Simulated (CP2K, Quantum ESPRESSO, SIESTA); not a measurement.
# Energy of the Σ19 (331)[1-10] symmetric tilt boundary in Al

Aim: the energy per area of the Σ19 (331)[1-10] symmetric tilt boundary in Al, from a cell with two boundaries and the bulk cell.

Values are calculated unless marked as measured.

## (1) Set-up

The cell holds 44 atoms (44 Al); each boundary has 35.57 Å², and the misorientation about the tilt axis is 153.5° (26.5° counted from the other symmetry-equivalent direction). Recipe: Two grains of Al, one the mirror image of the other in the boundary plane, two boundaries a cell; of 6 trial joints (lateral shifts, openings, close atoms taken out) the lowest after a short relaxation with the MACE-MP-0b2 potential was kept (shift [0.333, 0.667] of the surface cell, opening 1.43 Å, one of each pair under 2.00 Å removed), then its atoms and the cell's length along the normal were relaxed with that potential. Lattice constants are starting values near those of PBE. Then atoms were relaxed with Quantum ESPRESSO, PBE on a coarser mesh. That run stopped short of its end. The bulk cell holds 4 atoms.

## (2) One input

Quantum ESPRESSO 7.5: Kohn-Sham DFT, PBE, GBRV 1.5 ultrasoft pseudopotentials, plane waves. Its pw.in for the relaxed cell:

```
&control
  calculation = 'scf'
  pseudo_dir = './pseudo'
  outdir = './tmp'
  disk_io = 'none'
  tprnfor = .true.
  tstress = .true.
/
&system
  ibrav = 0
  nat = 44
  ntyp = 1
  ecutwfc = 45
  ecutrho = 270
  occupations = 'smearing'
  smearing = 'fd'
  degauss = 0.007350
/
&electrons
  conv_thr = 8.8e-09
  electron_maxstep = 100
  mixing_beta = 0.3
  mixing_mode = 'plain'
  diagonalization = 'david'
/
ATOMIC_SPECIES
Al 26.982 Al.upf
CELL_PARAMETERS angstrom
5.71342 -0.00000 0.00000
1.42836 6.22606 0.00000
0.00000 0.00000 21.35485
ATOMIC_POSITIONS crystal
Al 0.30213 0.67719 0.99473
Al 0.20320 0.27842 0.04523
Al 0.02247 0.90899 0.08743
Al 0.37285 0.53675 0.13206
[... 38 atom lines left out ...]
Al 0.06874 0.96722 0.54524
Al 0.96968 0.56837 0.49477
K_POINTS automatic
4 3 1 0 0 0
```

The job ended after 2.4 min (8 MPI ranks of Arm Neoverse V2, shared host; peak memory 2.3 GiB; 19 min of CPU time).

## (3) Programs and settings

| level | basis or training data | k-meshes | runs finished | CPU time | peak memory (GiB) |
| --- | --- | --- | --- | --- | --- |
| QE, PBE (reference) | plane waves, GBRV 1.5 ultrasoft, 45/270 Ry | 4×3×1 and 8×8×8 | 2 of 2 | 20 min | 2.3 |
| CP2K TZV2P, PBE | TZV2P-UZH, GTH, 350 Ry | 4×3×1 and 8×8×8 | 2 of 2 | 26 min | 11 |
| SIESTA DZP, PBE | DZP orbitals, shift 0.01 Ry, mesh 400 Ry | 4×3×1 and 8×8×8 | 2 of 2 | 14 min | 2.2 |

CPU times are sums over a level's finished runs on a shared host, and rough.

## (4) Boundary energy

γ = (E_cell − n E_bulk) / 2A, with n = 11 bulk cells and two boundaries; each level uses its own energies.

| level | E_cell − n E_bulk (eV) | γ (mJ/m²) | bulk pressure (GPa) | stress along the normal (GPa) | longest force (eV/Å) |
| --- | --- | --- | --- | --- | --- |
| QE, PBE | 2.667 | 601 | 0.3 | -3.0 | 0.10 |
| CP2K TZV2P, PBE | 2.776 | 625 | 0.1 | -3.2 | 0.10 |
| SIESTA DZP, PBE | 2.641 | 595 | 0.1 | -2.9 | 0.09 |

Stress is positive in compression.

Worked for the reference: -4013.344 − 11 × (-365.0920) = 2.667 eV; over 2 × 35.57 Å² that is 37.5 meV/Å², or 601 mJ/m².

## (5) What came out

The reference puts the boundary energy at 601 mJ/m²; CP2K TZV2P, PBE gives 625 and SIESTA DZP, PBE gives 595. An error of 1 meV an atom in the bulk energy would move it by 10 mJ/m². The cell is longer than the bulk it holds by 0.48 Å a boundary. Counting neighbours within 3.43 Å, where a bulk atom has 12, 20 atoms have fewer and 0 more. The reference's relaxation moved atoms by up to 0.11 Å from the learned potential's structure and stopped short of its end. A tension of 3.0 GPa is left along the normal in the reference, so the excess length isn't that of a stress-free boundary.

**Limits.** The joint was picked among a few trials with a learned potential, so a cheaper structure may exist. The length of the cell along the normal is that of the learned potential and the lattice constant is typed, so strain energy enters γ. The two boundaries of a cell lie only half its length apart. Cell and bulk are sampled on meshes that don't match, and an error in the bulk energy is multiplied by n. The other levels use the reference's geometry. SIESTA's automatically made basis is far from complete. The DFT runs use Fermi–Dirac occupations of width 0.1 eV, and energies are free energies.

[Long decimals in the printed logs are rounded to 6 places.]

[Logs are printed without paths, hosts, clocks, repeated set-up lines and the standing remarks that a program may print on its own settings, such as how far it seeks lower states.]

[Hosts, paths, dates, database ids (printed as entryN), source tags and the programs' standing remarks are cut or masked in the printed files.]
